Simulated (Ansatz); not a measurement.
# 1T-SiSSe monolayer in a perpendicular field

What dipole does a perpendicular field induce in the 1T-SiSSe monolayer, and does the gap follow? A positive field points along +c.

Calculated with Ansatz 0.2.0; plane-wave DFT, PBE-D3(BJ), Ansatz PAW.

Report form: the programs' logs are mostly left out.

## Step 1: The starting structure

The cell holds 3 atoms: 1 Se, 1 Si and 1 S. Its edges and angles: a = 3.405 Å, b = 3.405 Å, c = 34.824 Å, α = 90.0°, β = 90.0°, γ = 120.0°. Vacuum lies along c.

As a file:

```cif
data_structure
_symmetry_space_group_name_H-M 'P 1'
_symmetry_Int_Tables_number 1
_cell_length_a 3.4050
_cell_length_b 3.4050
_cell_length_c 34.8236
_cell_angle_alpha 90.000
_cell_angle_beta 90.000
_cell_angle_gamma 120.000
_cell_volume 349.65
loop_
_atom_site_label
_atom_site_type_symbol
_atom_site_fract_x
_atom_site_fract_y
_atom_site_fract_z
_atom_site_occupancy
Se1 Se 0.66667 0.33333 0.47238 1
Si2 Si 0.00000 0.00000 0.50194 1
S3 S 0.33333 0.66667 0.52762 1
```

## Step 2: Relaxing the slab

The starting cell is a guess, so the in-plane lattice and the atoms are relaxed first, with the slab cut off from its images along the normal.

File input.yaml:

```yaml
crystal:
  lattice:
    - [3.405, 0.0, 0.0]
    - [-1.7025, 2.9488164999, 0.0]
    - [0.0, 0.0, 34.8236433981]
  atoms:
    - { symbol: Se, position: [0.6666666667, 0.3333333333, 0.4723802105] }
    - { symbol: Si, position: [0.0, 0.0, 0.5019353089] }
    - { symbol: S, position: [0.3333333333, 0.6666666667, 0.5276197895] }
  periodic: [true, true, false]
kpoints:
  mp_grid: { grid: [12, 12, 1] }
hamiltonian:
  xc: pbe
  dispersion: d3bj
scf:
  occupations: { method: fermi_dirac, width: 0.05 }
  convergence: { dr2_threshold: 1.0e-09 }
relax:
  f_tol: 0.004
  max_steps: 90
  cell: {}
output:
  write_potential: true
  write_density: true
  volumetric_format: npy
```

The run is started by

```console
> ansatz run input.yaml --threads 2 --pin off --max-ram 3072MiB --backend cpu --events-out ev --progress --plain --runs-dir out
```

Wall time 44 s (2 threads of Intel Xeon Platinum 8488C (Sapphire Rapids), shared host); peak memory 0.61 GiB; 84 s of CPU time.

The steps of the relaxation:

```
step  energy less that of the first step (eV)  largest force component (eV/Å)  volume (Å³)
   1                                   0.0000                          6.3327       349.65
   2                                  -1.7480                          3.2067       352.83
   3                                  -2.4551                          0.5492       346.91
   4                                  -2.4755                          0.1072       341.57
   5                                  -2.4768                          0.0164       343.13
   6                                  -2.4768                          0.0124       343.37
   7                                  -2.4768                          0.0051       343.46
   8                                  -2.4768                          0.0000       343.46
  9*                                  -2.4767                          0.0000       343.46
```

Relaxation steps marked * repeat the geometry before them on a plane-wave basis chosen anew for their cell, so energy and pressure can jump there.

Forces are held to the 6 operations that the run works with; a distortion that breaks them can't arise in this run.

```
cell as run  before  after  change
      a (Å)   3.405  3.375  -0.9 %
      b (Å)   3.405  3.375  -0.9 %
```

The atoms that moved most (Å, along periodic axes as changes of fractional coordinates times the final cell, across vacuum about the mean position):

```
atom     dx     dy      dz  length
 Se1  0.000  0.000  -0.422   0.422
  S3  0.000  0.000   0.415   0.415
 Si2  0.000  0.000   0.006   0.006
```

Final coordinates:

```xyz
3
Lattice="3.3747 0.0000 0.0000 -1.6874 2.9226 0.0000 0.0000 0.0000 34.8236" Properties=species:S:1:pos:R:3
Se    1.6874    0.9742   16.0282
Si    0.0000    0.0000   17.4856
S     0.0000    1.9484   18.7891
```

The lattice constant a goes from 3.405 to 3.375 Å.

## Step 3: Atoms held, field 0

A sawtooth potential applies the field, turning back in the middle of the vacuum. With the dipole correction the typed value is the field outside the slab. The induced dipole is small, so the SCF threshold is tight.

The cell differs from the one that the last finished run ended in (c 34.824 → 20.761 Å).

File input.yaml:

```yaml
crystal:
  lattice:
    - [3.3747087652, 0.0, 0.0]
    - [-1.6873543826, 2.922583521, 0.0]
    - [0.0, 0.0, 20.7608468692]
  atoms:
    - { symbol: Se, position: [0.6666666667, 0.3333333333, 0.4335083273] }
    - { symbol: Si, position: [0.0, 0.0, 0.5037048921] }
    - { symbol: S, position: [0.3333333333, 0.6666666667, 0.5664916727] }
kpoints:
  mp_grid: { grid: [18, 18, 1] }
  band_path:
    path: [[0, 0, 0], [0.5, 0, 0], [0.33333333, 0.33333333, 0], [0, 0, 0]]
    npoints: 16
hamiltonian:
  xc: pbe
  dispersion: d3bj
scf:
  occupations: { method: fermi_dirac, width: 0.02585 }
  convergence: { dr2_threshold: 1.0e-10 }
efield:
  axis: 3
  dipole_correction: true
  ramp_position: 0.97
  ramp_width: 0.06
  amplitude: 0
output:
  dos: { projected: true, e_range: [-6, 5] }
  write_potential: true
  write_density: true
  volumetric_format: npy
  elf: true
```

Run time: 9.5 s. Hardware: 2 threads; peak memory 0.53 GiB.

Numbers from this step:

```
dipole along the normal            : -0.01810 e·Å
gap along the path                 : 0.6340 eV
smallest direct gap along the path : 1.426 eV
step between the vacuum levels     : 0.3320 eV
ionisation energy, upper face      : 5.890 eV
electron affinity, upper face      : 5.256 eV
ionisation energy, lower face      : 5.558 eV
gap, the smaller of path and mesh  : 0.6340 eV
```

Running mean over a fixed 2.7 Å (it still follows the layers) of the planar mean; the ramp of the sawtooth is left out. The electron's electrostatic potential energy less the Fermi level by z:

z (Å), electron's electrostatic potential energy less the Fermi level (eV) and a bar from the least value:
```
     2.88       5.23 #############################
     3.32       5.23 #############################
     3.75       5.23 #############################
     4.04       5.23 #############################
     4.47       5.23 #############################
     4.90       5.22 #############################
     5.33       5.22 #############################
     5.77       5.20 #############################
     6.06       5.17 #############################
     6.49       5.02 #############################
     6.92       4.44 ###########################
     7.35       3.17 #########################
     7.79       1.65 #####################
     8.22       0.00 ##################
     8.51      -1.18 ###############
     8.94      -3.31 ##########
     9.37      -5.60 #####
     9.80      -6.88 ##
    10.24      -7.51 #
    10.52      -7.80 
    10.96      -7.74 
    11.39      -6.52 ###
    11.82      -4.26 ########
    12.25      -1.82 #############
    12.54      -0.44 #################
    12.98       1.64 #####################
    13.41       3.61 ##########################
    13.84       4.97 #############################
    14.27       5.41 ##############################
    14.71       5.52 ##############################
    14.99       5.54 ##############################
    15.43       5.55 ##############################
    15.86       5.56 ##############################
    16.29       5.56 ##############################
    16.72       5.56 ##############################
    17.01       5.56 ##############################
    17.44       5.56 ##############################
    17.88       5.56 ##############################
```

The density of states has structure finer than the step of the table below, so its rows give means over 0.25 eV, whole bins alone (the curve runs from -6 to 2.3 eV). Peaks (eV: height): -5.920: 5.41, -3.460: 4.95, -2.030: 4.84, -1.860: 4.31, -1.700: 7.91, -1.200: 5.12, 1.970: 4.27.

Density of states against energy, zero at the Fermi level of the run, which the smearing sets inside the gap; means over each step:

energy (eV), density of states (states/eV a cell) and a bar:
```
    -5.75       1.44 ##########
    -5.50       0.69 #####
    -5.25       1.25 ########
    -5.00       1.02 #######
    -4.75       1.21 ########
    -4.50       1.41 ##########
    -4.25       1.41 #########
    -4.00       1.48 ##########
    -3.75       2.21 ###############
    -3.50       2.83 ###################
    -3.25       1.29 #########
    -3.00       0.97 #######
    -2.75       0.85 ######
    -2.50       0.89 ######
    -2.25       1.89 #############
    -2.00       2.92 ####################
    -1.75       4.45 ##############################
    -1.50       2.66 ##################
    -1.25       3.02 ####################
    -1.00       1.52 ##########
    -0.75       0.93 ######
    -0.50       0.90 ######
    -0.25       0.34 ##
     0.00       0.00 
     0.25       0.04 
     0.50       0.42 ###
     0.75       0.46 ###
     1.00       0.51 ###
     1.25       0.58 ####
     1.50       0.66 ####
     1.75       0.88 ######
     2.00       1.67 ###########
```

Projected DOS per atom over height of the atomic layer and energy from the Fermi level. Layers: Se Si S from below.

Values in states/eV, 22 rows by 3 columns, each cell a mean:
```
0.38 0.56 0.37
0.21 0.34 0.21
0.15 0.26 0.15
0.12 0.21 0.12
0.10 0.18 0.10
0.01 0.02 0.01
0.06 0.01 0.01
0.65 0.09 0.18
0.81 0.07 0.40
1.47 0.06 1.10
1.87 0.15 1.75
1.16 0.18 1.17
0.45 0.16 0.56
0.23 0.20 0.42
0.35 0.29 0.55
0.89 0.62 1.21
0.47 0.45 0.67
0.40 0.40 0.57
0.37 0.36 0.53
0.32 0.28 0.42
0.31 0.25 0.32
0.58 0.58 0.62
```
Columns: height of the atomic layer (Å) from 9 to 11.8 (not evenly spaced); rows upwards: energy from the Fermi level (eV) from -5.96 to 2.23.

The electronic bands at the labelled points (eV, zero at the Fermi level of the run, which the smearing sets inside the gap):

```
  point  band 10  band 11  band 12  band 13  band 14  band 15  band 16  band 17
      Γ    -1.59    -1.59    -0.36    -0.36     2.41     3.63     4.21     4.21
halfway    -3.13    -2.88    -1.69    -0.63     1.79     4.40     5.21     5.47
      M    -3.64    -3.36    -1.76    -1.12     0.30     3.99     4.56     5.40
halfway    -4.89    -3.76    -1.94    -1.60     1.61     4.89     5.25     5.56
      K    -5.30    -5.01    -1.90    -1.69     1.95     5.32     5.50     6.54
halfway    -4.43    -2.52    -1.98    -1.21     2.60     4.47     5.25     5.76
      Γ    -1.59    -1.59    -0.36    -0.36     2.41     3.63     4.21     4.21
```

Electrostatic potential energy in the ca plane at fractional y = 0.000, with atoms of Si within 0.2 Å of it. With pseudopotentials it is smooth inside the atoms' cores, unlike the true potential.

Values in eV, 5 rows by 16 columns, each cell a mean:
```
  4   4   4   4   4   4   3  -1 -23 -22   0   3   4   4   4   4
  4   4   4   4   4   4   1  -4  -6  -5  -2   3   4   4   4   4
  4   4   4   4   4   4   1  -9  -2  -2  -5   3   4   4   4   4
  4   4   4   4   4   4   2  -2 -10 -10  -1   3   4   4   4   4
  4   4   4   4   4   4   3  -1 -26 -25   0   3   4   4   4   4
```
Columns run along c (16.0 Å, from fractional 0.08 to 0.85 of the cell; values clipped at the 3rd and 97th percentile), rows up along a (3.4 Å). Atoms in or near the plane, at fractional coordinates: Si at (0.50, 0.00).

ELF in the ca plane at fractional y = 0.000, with atoms of Si within 0.2 Å of it. It is the smooth field of the valence electrons, not physical close to the nuclei.

Ten even steps from '0' (0.00) to '9' (0.76), each cell a mean:
```
00000000000000001464335521000000000000000000
00000000000001234688568753210000000000000000
00000000000124678887568887642000000000000000
00000000000247999885337999974200000000000000
00000000000258999875236999985200000000000000
00000000000136888886457998863100000000000000
00000000000012456788668865421000000000000000
00000000000000112576347631100000000000000000
00000000000000001353433420000000000000000000
```
Columns run along c (16.0 Å, from fractional 0.15 to 0.92 of the cell), rows up along a (3.4 Å). Atoms in or near the plane, at fractional coordinates: Si at (0.50, 0.00).

Valence density in the ca plane at fractional y = 0.000, with atoms of Si within 0.2 Å of it. It is the smooth field of the valence electrons, not physical close to the nuclei.

Ten even steps from '0' (0.00 e/Å³) to '9' (0.50 e/Å³), each cell a mean:
```
00000000000000000001246524652100000000000000
00000000000000000012457766753210000000000000
00000000000000000124677656776420000000000000
00000000000000000137996444688631000000000000
00000000000000000147996434689631000000000000
00000000000000000135787545677521000000000000
00000000000000000013567767764310000000000000
00000000000000000011357645753100000000000000
00000000000000000001246412542100000000000000
```
Columns run along c (16.0 Å, from fractional 0.08 to 0.85 of the cell), rows up along a (3.4 Å). Atoms in or near the plane, at fractional coordinates: Si at (0.50, 0.00).

The gap is 0.63 eV, with the valence edge 5.89 eV and the conduction edge 5.26 eV under the upper vacuum level.

## Step 4: Single point, field 0.1 V/Å

Changes to input.yaml since step 3:

```diff
@@ -25,5 +25,4 @@
   ramp_width: 0.06
-  amplitude: 0
+  amplitude: 0.1
 output:
-  dos: { projected: true, e_range: [-6, 5] }
   write_potential: true
@@ -31,2 +30 @@
   volumetric_format: npy
-  elf: true
```

Wall time 10 s (2 threads); peak memory 0.51 GiB.

The dipole is 0.00831 e·Å, 0.0264 e·Å from its value without field, and the gap 0.639 eV.

## Step 5: Atoms held, field -0.1 V/Å

Changes to input.yaml since step 4:

```diff
@@ -25,3 +25,3 @@
   ramp_width: 0.06
-  amplitude: 0.1
+  amplitude: -0.1
 output:
```

Run time: 10 s. Hardware: 2 threads; peak memory 0.5 GiB.

The dipole is -0.0445 e·Å, -0.0264 e·Å from its value without field, and the gap 0.629 eV.

## Step 6: Response, atoms held

This step: plane-wave DFT, PBE-D3(BJ), Ansatz PAW; response to a field along the normal, atoms held (Ansatz 0.2.0).

The dipoles give the slope, and the difference of two potentials shows where the field is screened.

This step gave:

```
equivalent conductor thickness p/(ε₀AE) : 4.843 Å
distance between the outer atoms        : 2.761 Å
```

Table of dipole of the cell by applied field:

```
applied field (V/Å)  dipole of the cell (e·Å)
            -0.1000                   -0.0445
             0.0000                   -0.0181
             0.1000                   0.00831
```

Local field over the applied field, running mean. From the potentials at -0.1 and 0.1 V/Å; running mean over 2.5 Å. The local field over applied field by z:

z (Å), local field over applied field and a bar:
```
     4.04      1.000 ##############################
     4.33      0.999 ##############################
     4.76      0.997 ##############################
     5.05      0.995 ##############################
     5.48      0.987 ##############################
     5.77      0.977 #############################
     6.06      0.958 #############################
     6.49      0.905 ###########################
     6.78      0.846 #########################
     7.06      0.767 #######################
     7.50      0.624 ##################
     7.79      0.521 ###############
     8.22      0.364 ##########
     8.51      0.264 #######
     8.79      0.181 ####
     9.23      0.107 ##
     9.52      0.085 #
     9.80      0.070 
    10.24      0.056 
    10.52      0.059 
    10.96      0.084 #
    11.25      0.111 ##
    11.53      0.147 ###
    11.97      0.231 ######
    12.25      0.314 ########
    12.54      0.414 ###########
    12.98      0.572 ################
    13.26      0.672 ####################
    13.70      0.807 ########################
    13.98      0.877 ##########################
    14.27      0.927 ############################
    14.71      0.969 #############################
    14.99      0.983 #############################
    15.28      0.991 ##############################
    15.71      0.997 ##############################
    16.00      0.998 ##############################
    16.44      0.999 ##############################
    16.72      1.000 ##############################
```

Electrons, planar mean, per unit field. Induced electron density against z:

```
z (Å)  induced electron density (e/Å³ per V/Å)
 4.04                                   1.8e-6
 4.47                                   5.1e-6
 4.90                                   1.5e-5
 5.33                                   4.0e-5
 5.77                                   1.1e-4
 6.20                                   2.7e-4
 6.63                                   6.4e-4
 7.06                                  0.00140
 7.50                                  0.00268
 7.93                                  0.00363
 8.36                                  0.00228
 8.79                                  0.00105
 9.23                                   9.2e-4
 9.66                                  -4.7e-4
10.09                                 -0.00183
10.67                                  0.00126
11.10                                   9.8e-4
11.53                                 -0.00107
11.97                                 -0.00118
12.40                                 -0.00283
12.83                                 -0.00353
13.26                                 -0.00229
13.70                                 -0.00111
14.13                                  -4.8e-4
14.56                                  -1.9e-4
14.99                                  -7.2e-5
15.43                                  -2.6e-5
15.86                                  -9.0e-6
16.29                                  -3.1e-6
16.72                                  -1.0e-6
```

The smaller of the gaps on the path and on the k-mesh, counted as 0 under 0.03 eV. The gap by applied field:

```
applied field (V/Å)  gap (eV)
            -0.1000     0.629
             0.0000     0.634
             0.1000     0.639
```

By hand: between -0.1 and 0.1 V/Å the dipole changes by 0.05279 e·Å, a slope of 0.2640 e·Å²/V. A perfect conductor of thickness t has p = ε₀AEt, so t = 180.95 × 0.2640 / 9.863 = 4.84 Å (e/ε₀ = 180.95 V·Å, A in Å²).

The induced dipole is that of a conductor 4.84 Å thick.

## Step 7: Summary of results

| Quantity | Value |
| --- | --- |
| gap without field | 0.634 eV |
| ionisation energy, upper face | 5.89 eV |
| electron affinity, upper face | 5.26 eV |
| step between the vacuum levels | 0.332 eV |
| equivalent conductor thickness, atoms held | 4.84 Å |

**Reading.** The induced dipole equals that of a perfect conductor 4.84 Å thick, while the outer atoms lie 2.76 Å apart; an out-of-plane ε follows only once a thickness t is chosen, by 1 − 1/ε = 4.84 Å / t. The two faces differ: the vacuum level above lies 0.33 eV higher than the one below. The gap stays within 0.01 eV of 0.63 eV over the fields run, up to 0.1 V/Å in size. Semilocal functionals give gaps that are too small, and excitons are not included. Spin-orbit coupling is left out.

[Logs are printed without paths, hosts, clocks, repeated set-up lines and the standing remarks that a program may print on its own settings, such as how far it seeks lower states.]

[Hosts, paths, dates, database ids (printed as entryN), source tags and the programs' standing remarks are cut or masked in the printed files.]

[Maps of the electrostatic potential energy from Ansatz leave out the sawtooth potential of an applied field or a dipole correction, so their vacuum need not be flat; planar profiles and work functions include it.]

[The density of states shown here was stored with 400 of the rows of the run's finer table, so its peaks can read low, often by over a quarter, or be missed, and its means over a window can be off by a tenth or more.]
